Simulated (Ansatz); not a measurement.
# Amorphous C: valence band and core levels, part 3 of 7

Wanted: XPS lines and valence band of amorphous C, from a random start taken through short hot and cool dynamics.

Ansatz 0.2.0; DFT, PBE, plane-wave PAW, default files, scalar-relativistic.

So far. Step 3 (Dynamics at 3500 K): Beyond half the shortest lattice vector, 3.1 Å, g(r) counts periodic images.

**4. Dynamics at 1925 K**

A short run with the thermostat set to 1925 K, starting from rest and too brief to equilibrate, lets it settle further; the cutoff and mesh are cut down, since only a plausible structure is wanted.

The input, input.yaml:

```yaml
crystal:
  lattice:
    - [6.1281413518, 0.0, 0.0]
    - [0.0, 6.1281413518, 0.0]
    - [0.0, 0.0, 6.1281413518]
  atoms:
    - { symbol: C, position: [0.5491034253, 1.0827160516, 0.1375135396] }
    - { symbol: C, position: [0.9617387065, 0.576911549, 0.2977117555] }
    - { symbol: C, position: [0.2399487726, 0.8987842212, 0.3578188776] }
    - { symbol: C, position: [0.4188252067, 0.8808306202, 0.2031025972] }
    - { symbol: C, position: [0.6481684632, 0.4263254191, 0.2602186314] }
    - { symbol: C, position: [0.2803337866, 0.143123642, 0.7507052627] }
    - { symbol: C, position: [0.3532606228, 0.561559341, 0.7938707145] }
    - { symbol: C, position: [0.4573090544, 0.2968121243, 0.8331504069] }
    - { symbol: C, position: [0.5858915504, -0.0322296444, 0.6450134517] }
    - { symbol: C, position: [0.9376542394, 0.7180395545, 0.7263031595] }
    - { symbol: C, position: [0.1678206206, 0.6580100474, 0.3172464936] }
    - { symbol: C, position: [0.1110874676, 0.5490501003, 0.7015947941] }
    - { symbol: C, position: [0.6491395083, -0.0108146533, 0.8711156003] }
    - { symbol: C, position: [0.5402800969, 0.4775109506, 0.681551741] }
    - { symbol: C, position: [0.9770727392, 0.9792280024, 0.3633488184] }
    - { symbol: C, position: [0.3427234841, -0.0057025815, 0.5728906842] }
    - { symbol: C, position: [0.7698142447, 1.0571576169, 0.1121812606] }
    - { symbol: C, position: [0.8796519706, -0.024297773, 0.7928409179] }
    - { symbol: C, position: [0.3346960881, 0.5284173168, 0.2047243322] }
    - { symbol: C, position: [0.8717575977, 0.3913295703, 0.2656587489] }
    - { symbol: C, position: [0.8075163438, 0.830637162, 0.2383238221] }
    - { symbol: C, position: [0.4201097341, 0.6888733875, 0.0816461857] }
    - { symbol: C, position: [0.5843667105, 0.7984262446, 0.3345462196] }
    - { symbol: C, position: [0.8357733871, 0.9598272809, 0.55240132] }
    - { symbol: C, position: [0.5131422488, 0.5533379561, 0.386885865] }
    - { symbol: C, position: [0.7648194785, 0.5317000373, -0.2607690102] }
    - { symbol: C, position: [0.4878266052, 0.3108385417, 0.1314177514] }
    - { symbol: C, position: [0.9536516709, 0.38797837, 0.7584419499] }
    - { symbol: C, position: [0.9291648579, 0.1766076344, 0.2513923338] }
    - { symbol: C, position: [1.044228214, 0.1790478808, 0.7723737808] }
kpoints:
  mp_grid: { grid: [1, 1, 1] }
scf:
  occupations: { method: fermi_dirac, width: 0.1 }
  n_extra_bands: 21
hamiltonian:
  xc: pbe
  pseudopotentials: { kind: paw }
output:
  forces: true
basis:
  ecutwfc: 320
md:
  timestep: 1.5
  n_steps: 120
  ensemble: nvt_langevin
  temperature: 1925
  seed: 0
```

On the command line:

```sh
ansatz run input.yaml --threads 3 --pin off --max-ram 8192MiB --backend cpu --events-out ev --progress --plain --runs-dir out
```

Numbers of over 12 decimals in the logs are rounded to 6 here.

What it wrote:

```text
[...]
Crystal: 30 atoms, lattice volume = 230.137 Å³
Basis set: ecut = 320 eV, 2945 PW (Γ), exchange–correlation on 72×72×72 points (8 copies of the dense FFT grid, shifted against one another)
Bands: 81, of which v1, the nominal top of the filled ones, is band 60 counted from 1 (59 counted from 0)
Symmetry: 1 space group operations
k-points: 1
[...]
SCF iter   1: F=—  HF=-7483.352992 eV  |F-HF|=—  |Δ(HF+E_count)|=         —  Δρ=2.81e-2  dr2=2.92e0  ethr=1.77e-3  ⟨swp⟩=6.0  Hψ=367  notcnv=0  defer=3
[...]
SCF iter  12: F=-7482.838541 eV  HF=-7482.838541 eV  |F-HF|=2.21e-8  |Δ(HF+E_count)|=   4.45e-9  Δρ=2.96e-6  dr2=2.96e-8  ethr=2.50e-11  ⟨swp⟩=4.0  Hψ=253  notcnv=0
SCF 1 converged in 12 iterations: F = -7482.838541 eV  dr2 = 2.96e-8
[...]
md step     0: t =     0.00 fs  T =     0.0 K  F+E_penalty+E_count = -7482.83854125 eV  E_kin = 0.000000 eV  (12 SCF iters)
[...]
SCF iter   9: F=-7483.351355 eV  HF=-7483.351355 eV  |F-HF|=1.10e-8  |Δ(HF+E_count)|=   4.17e-9  Δρ=2.26e-6  dr2=1.50e-8  ethr=2.50e-11  ⟨swp⟩=4.0  Hψ=252  notcnv=0
SCF 2 converged in 9 iterations: F = -7483.351355 eV  dr2 = 1.50e-8
[...]
md step     1: t =     1.50 fs  T =   185.8 K  F+E_penalty+E_count = -7483.35135497 eV  E_kin = 0.720643 eV  (9 SCF iters)
[...]
SCF iter  10: F=-7484.649998 eV  HF=-7484.649998 eV  |F-HF|=1.44e-8  |Δ(HF+E_count)|=   1.04e-8  Δρ=2.50e-6  dr2=1.93e-8  ethr=2.50e-11  ⟨swp⟩=4.0  Hψ=253  notcnv=0
SCF 3 converged in 10 iterations: F = -7484.649998 eV  dr2 = 1.93e-8
[...]
md step     2: t =     3.00 fs  T =   557.1 K  F+E_penalty+E_count = -7484.64999816 eV  E_kin = 2.160232 eV  (10 SCF iters)
[... from here on, the SCF cycles and remarks between the steps are left out ...]
md step     3: t =     4.50 fs  T =  1001.8 K  F+E_penalty+E_count = -7486.26866774 eV  E_kin = 3.884876 eV  (11 SCF iters)
md step     4: t =     6.00 fs  T =  1410.3 K  F+E_penalty+E_count = -7487.79022800 eV  E_kin = 5.468812 eV  (11 SCF iters)
md step     5: t =     7.50 fs  T =  1672.2 K  F+E_penalty+E_count = -7488.89630732 eV  E_kin = 6.484442 eV  (8 SCF iters)
md step     6: t =     9.00 fs  T =  1864.5 K  F+E_penalty+E_count = -7489.48704568 eV  E_kin = 7.230299 eV  (9 SCF iters)
md step     7: t =    10.50 fs  T =  2089.7 K  F+E_penalty+E_count = -7489.67184921 eV  E_kin = 8.103507 eV  (9 SCF iters)
md step     8: t =    12.00 fs  T =  2126.1 K  F+E_penalty+E_count = -7489.65546014 eV  E_kin = 8.244525 eV  (8 SCF iters)
md step     9: t =    13.50 fs  T =  1964.3 K  F+E_penalty+E_count = -7489.51897228 eV  E_kin = 7.617077 eV  (8 SCF iters)
md step    10: t =    15.00 fs  T =  1904.4 K  F+E_penalty+E_count = -7489.25109783 eV  E_kin = 7.385020 eV  (10 SCF iters)
md step    11: t =    16.50 fs  T =  1803.8 K  F+E_penalty+E_count = -7488.89658448 eV  E_kin = 6.994814 eV  (8 SCF iters)
md step    12: t =    18.00 fs  T =  1674.5 K  F+E_penalty+E_count = -7488.56367680 eV  E_kin = 6.493476 eV  (8 SCF iters)
md step    13: t =    19.50 fs  T =  1691.4 K  F+E_penalty+E_count = -7488.38120134 eV  E_kin = 6.558926 eV  (8 SCF iters)
md step    14: t =    21.00 fs  T =  1589.9 K  F+E_penalty+E_count = -7488.36861888 eV  E_kin = 6.165130 eV  (8 SCF iters)
md step    15: t =    22.50 fs  T =  1711.3 K  F+E_penalty+E_count = -7488.50104321 eV  E_kin = 6.636127 eV  (8 SCF iters)
md step    16: t =    24.00 fs  T =  1746.5 K  F+E_penalty+E_count = -7488.71404018 eV  E_kin = 6.772730 eV  (8 SCF iters)
md step    17: t =    25.50 fs  T =  1738.9 K  F+E_penalty+E_count = -7488.90900319 eV  E_kin = 6.743029 eV  (7 SCF iters)
md step    18: t =    27.00 fs  T =  1777.9 K  F+E_penalty+E_count = -7489.09338819 eV  E_kin = 6.894289 eV  (7 SCF iters)
md step    19: t =    28.50 fs  T =  1882.2 K  F+E_penalty+E_count = -7489.43496397 eV  E_kin = 7.298821 eV  (7 SCF iters)
md step    20: t =    30.00 fs  T =  2131.0 K  F+E_penalty+E_count = -7490.01574173 eV  E_kin = 8.263594 eV  (9 SCF iters)
md step    21: t =    31.50 fs  T =  2174.7 K  F+E_penalty+E_count = -7490.69415187 eV  E_kin = 8.433107 eV  (7 SCF iters)
md step    22: t =    33.00 fs  T =  2242.1 K  F+E_penalty+E_count = -7491.26649378 eV  E_kin = 8.694427 eV  (7 SCF iters)
md step    23: t =    34.50 fs  T =  2341.8 K  F+E_penalty+E_count = -7491.43863998 eV  E_kin = 9.081149 eV  (7 SCF iters)
md step    24: t =    36.00 fs  T =  2101.7 K  F+E_penalty+E_count = -7491.05811484 eV  E_kin = 8.149991 eV  (7 SCF iters)
md step    25: t =    37.50 fs  T =  1957.9 K  F+E_penalty+E_count = -7490.46847444 eV  E_kin = 7.592366 eV  (7 SCF iters)
md step    26: t =    39.00 fs  T =  1887.7 K  F+E_penalty+E_count = -7489.99986803 eV  E_kin = 7.320180 eV  (7 SCF iters)
md step    27: t =    40.50 fs  T =  1866.8 K  F+E_penalty+E_count = -7489.78506160 eV  E_kin = 7.239246 eV  (7 SCF iters)
md step    28: t =    42.00 fs  T =  1877.7 K  F+E_penalty+E_count = -7489.69882894 eV  E_kin = 7.281500 eV  (7 SCF iters)
md step    29: t =    43.50 fs  T =  1814.4 K  F+E_penalty+E_count = -7489.65576048 eV  E_kin = 7.035740 eV  (7 SCF iters)
md step    30: t =    45.00 fs  T =  1678.6 K  F+E_penalty+E_count = -7489.72927529 eV  E_kin = 6.509296 eV  (9 SCF iters)
md step    31: t =    46.50 fs  T =  1865.4 K  F+E_penalty+E_count = -7489.92424025 eV  E_kin = 7.233497 eV  (7 SCF iters)
md step    32: t =    48.00 fs  T =  1830.7 K  F+E_penalty+E_count = -7490.05623878 eV  E_kin = 7.099130 eV  (7 SCF iters)
md step    33: t =    49.50 fs  T =  1887.9 K  F+E_penalty+E_count = -7490.11300987 eV  E_kin = 7.320799 eV  (8 SCF iters)
md step    34: t =    51.00 fs  T =  1909.6 K  F+E_penalty+E_count = -7490.15326912 eV  E_kin = 7.405092 eV  (7 SCF iters)
md step    35: t =    52.50 fs  T =  1929.4 K  F+E_penalty+E_count = -7490.14732054 eV  E_kin = 7.481974 eV  (7 SCF iters)
md step    36: t =    54.00 fs  T =  1944.5 K  F+E_penalty+E_count = -7490.15776325 eV  E_kin = 7.540557 eV  (7 SCF iters)
md step    37: t =    55.50 fs  T =  1896.9 K  F+E_penalty+E_count = -7490.18746107 eV  E_kin = 7.355880 eV  (8 SCF iters)
md step    38: t =    57.00 fs  T =  2003.2 K  F+E_penalty+E_count = -7490.08951010 eV  E_kin = 7.768032 eV  (7 SCF iters)
md step    39: t =    58.50 fs  T =  1857.8 K  F+E_penalty+E_count = -7489.69395315 eV  E_kin = 7.204182 eV  (8 SCF iters)
[...]
md step    55: t =    82.50 fs  T =  2266.0 K  F+E_penalty+E_count = -7488.76892141 eV  E_kin = 8.787203 eV  (7 SCF iters)
md step    56: t =    84.00 fs  T =  2390.8 K  F+E_penalty+E_count = -7489.16345400 eV  E_kin = 9.271216 eV  (6 SCF iters)
md step    57: t =    85.50 fs  T =  2271.4 K  F+E_penalty+E_count = -7489.42830760 eV  E_kin = 8.808109 eV  (6 SCF iters)
md step    58: t =    87.00 fs  T =  2281.9 K  F+E_penalty+E_count = -7489.51784762 eV  E_kin = 8.848778 eV  (7 SCF iters)
md step    59: t =    88.50 fs  T =  2226.0 K  F+E_penalty+E_count = -7489.40899298 eV  E_kin = 8.631856 eV  (7 SCF iters)
md step    60: t =    90.00 fs  T =  2152.6 K  F+E_penalty+E_count = -7489.29332761 eV  E_kin = 8.347477 eV  (9 SCF iters)
md step    61: t =    91.50 fs  T =  2178.1 K  F+E_penalty+E_count = -7489.37401592 eV  E_kin = 8.446097 eV  (7 SCF iters)
md step    62: t =    93.00 fs  T =  2317.5 K  F+E_penalty+E_count = -7489.80805439 eV  E_kin = 8.986834 eV  (8 SCF iters)
md step    63: t =    94.50 fs  T =  2336.3 K  F+E_penalty+E_count = -7490.55654396 eV  E_kin = 9.059698 eV  (8 SCF iters)
md step    64: t =    96.00 fs  T =  2578.2 K  F+E_penalty+E_count = -7491.38823812 eV  E_kin = 9.997749 eV  (7 SCF iters)
md step    65: t =    97.50 fs  T =  2565.0 K  F+E_penalty+E_count = -7491.90808978 eV  E_kin = 9.946419 eV  (7 SCF iters)
SCF iter   1: F=—  HF=-7491.931055 eV  |F-HF|=—  |Δ(HF+E_count)|=         —  Δρ=2.55e-3  dr2=1.16e-2  ethr=7.79e-5  ⟨swp⟩=5.0  Hψ=222  notcnv=0  defer=9
[...]
SCF iter   7: F=-7491.928481 eV  HF=-7491.928481 eV  |F-HF|=2.00e-10  |Δ(HF+E_count)|=   3.29e-8  Δρ=3.93e-6  dr2=2.39e-8  ethr=2.50e-11  ⟨swp⟩=3.0  Hψ=316  notcnv=0
SCF 67 converged in 7 iterations: F = -7491.928481 eV  dr2 = 2.39e-8
md step    66: t =    99.00 fs  T =  2636.8 K  F+E_penalty+E_count = -7491.92848138 eV  E_kin = 10.225060 eV  (7 SCF iters)
SCF iter   1: F=—  HF=-7491.563084 eV  |F-HF|=—  |Δ(HF+E_count)|=         —  Δρ=2.34e-3  dr2=6.91e-3  ethr=9.68e-5  ⟨swp⟩=5.0  Hψ=221  notcnv=0  defer=9
[...]
SCF iter   4: F=—  HF=-7491.561819 eV  |F-HF|=—  |Δ(HF+E_count)|=   1.86e-5  Δρ=5.58e-5  dr2=7.
```

It took 71 s on 3 threads of Intel Xeon at 2.80GHz (Skylake/Cascade Lake), shared host; peak memory 0.34 GiB; 2.6 min of CPU time.

Rows from the run:

| time (fs) | T (K) | potential (meV/atom) |
| --- | --- | --- |
| 0.0 | 0 | 0.0 |
| 12.0 | 2126 | -227.2 |
| 24.0 | 1747 | -195.8 |
| 36.0 | 2102 | -274.0 |
| 48.0 | 1831 | -240.6 |
| 60.0 | 1881 | -210.0 |
| 72.0 | 2280 | -234.3 |
| 84.0 | 2391 | -210.8 |
| 96.0 | 2578 | -285.0 |
| 108.0 | 2370 | -269.3 |
| 120.0 | 1957 | -238.9 |
| 132.0 | 2208 | -319.5 |
| 144.0 | 2330 | -381.7 |
| 156.0 | 1873 | -351.0 |
| 168.0 | 2048 | -403.8 |
| 180.0 | 1702 | -344.4 |

Mean square displacement at the end: C 0.51 Å².

Positions (Å) and forces (eV/Å) at 180.0 fs:

```xyz
30
Lattice="6.128 0.000 0.000 0.000 6.128 0.000 0.000 0.000 6.128" Properties=species:S:1:pos:R:3:forces:R:3 pbc="T T T"
C     3.739    6.625    0.075   -1.605   -2.373    1.831
C     6.258    3.711    1.317    2.778    0.910    2.884
C     2.034    5.905    1.957   -0.008   -1.546   -0.950
C     2.700    5.697    0.763    0.539    0.794   -2.130
C     4.923    2.941   -0.243   -2.313   -1.883   -0.303
C     1.930    1.560    3.663    4.709   -0.515   -1.076
C     2.335    3.781    4.823    2.249    0.242    0.092
C     2.832    2.345    4.499   -1.262    3.326    0.983
C     3.956    0.273    3.382   -0.049   -0.791   -2.059
C     5.830    5.082    4.288    1.978   -3.034   -2.378
C     1.329    4.244    2.409    2.449   -0.505   -1.604
C     1.088    4.156    3.998   -0.152   -1.849   -1.966
C     4.333    0.479    4.699   -1.681    2.541    0.155
C     3.764    3.430    3.739    0.162   -0.548    4.549
C     6.258    6.911    2.418   -1.472   -4.361    3.879
C     2.656    0.701    2.843    1.933   -2.893    2.129
C     5.208    6.177    0.494    0.579   -0.286   -1.173
C     5.630    0.130    5.038    0.090   -2.691    3.997
C     2.588    3.490    1.758   -7.867    3.522   -2.743
C     6.006    2.404    0.615    0.508    3.368    3.197
C     5.177    4.922    1.392    2.171   -2.356   -2.097
C     2.921    4.293    0.386   -4.195   -1.600   -1.777
C     4.247    3.865    0.737    0.475    0.102    2.664
C     5.335    5.671    2.883   -1.348    0.880   -0.983
C     3.664    3.159    2.345    3.529    0.904   -2.153
C     5.156    3.609   -1.632   -2.545   -1.060   -2.057
C     3.714    1.717   -0.663    2.730    1.490    0.812
C     6.246    2.876    3.792    0.602    3.067    1.384
C     5.930    1.030    1.223   -0.807    5.124   -6.175
C     6.806    1.746    3.253   -2.180    2.021    3.068
```

The pair distribution g(r), C–C has structure finer than the step of the table below, so its rows give means over 0.2 Å, whole bins alone (the curve runs from 0.0268 to 4.26 Å). Peaks (Å: height): 1.47: 3.27, 2.55: 1.84.

From the last frames. The pair distribution g(r), C–C by r; means over each step:

r (Å), pair distribution g(r), C–C and a bar:
```
      1.0       0.00 
      1.2       0.15 ##
      1.4       2.04 ##############################
      1.6       2.04 ##############################
      1.8       0.39 ######
      2.0       0.07 #
      2.2       0.44 ######
      2.4       1.20 ##################
      2.6       1.48 ######################
      2.8       1.18 #################
      3.0       0.88 #############
      3.2       0.88 #############
      3.4       0.93 ##############
      3.6       1.03 ###############
      3.8       1.10 ################
      4.0       1.06 ################
```

Beyond half the shortest lattice vector, 3.1 Å, g(r) counts periodic images.

This step gave:

```yaml
free_energy: -7493.1706 eV
energy_at_zero_smearing: -7493.0444 eV
smearing_term_ts: 0.2525 eV
fermi_energy: 8.735 eV
gap_by_band_count: 0.1491 eV
```

(Part 3 of 7 ends here.)

[Logs are printed without paths, hosts, clocks, repeated set-up lines and the standing remarks that a program may print on its own settings, such as how far it seeks lower states.]

[Hosts, paths, dates, database ids (printed as entryN), source tags and the programs' standing remarks are cut or masked in the printed files.]

[Maps of the electrostatic potential energy from Ansatz leave out the sawtooth potential of an applied field or a dipole correction, so their vacuum need not be flat; work functions include it.]
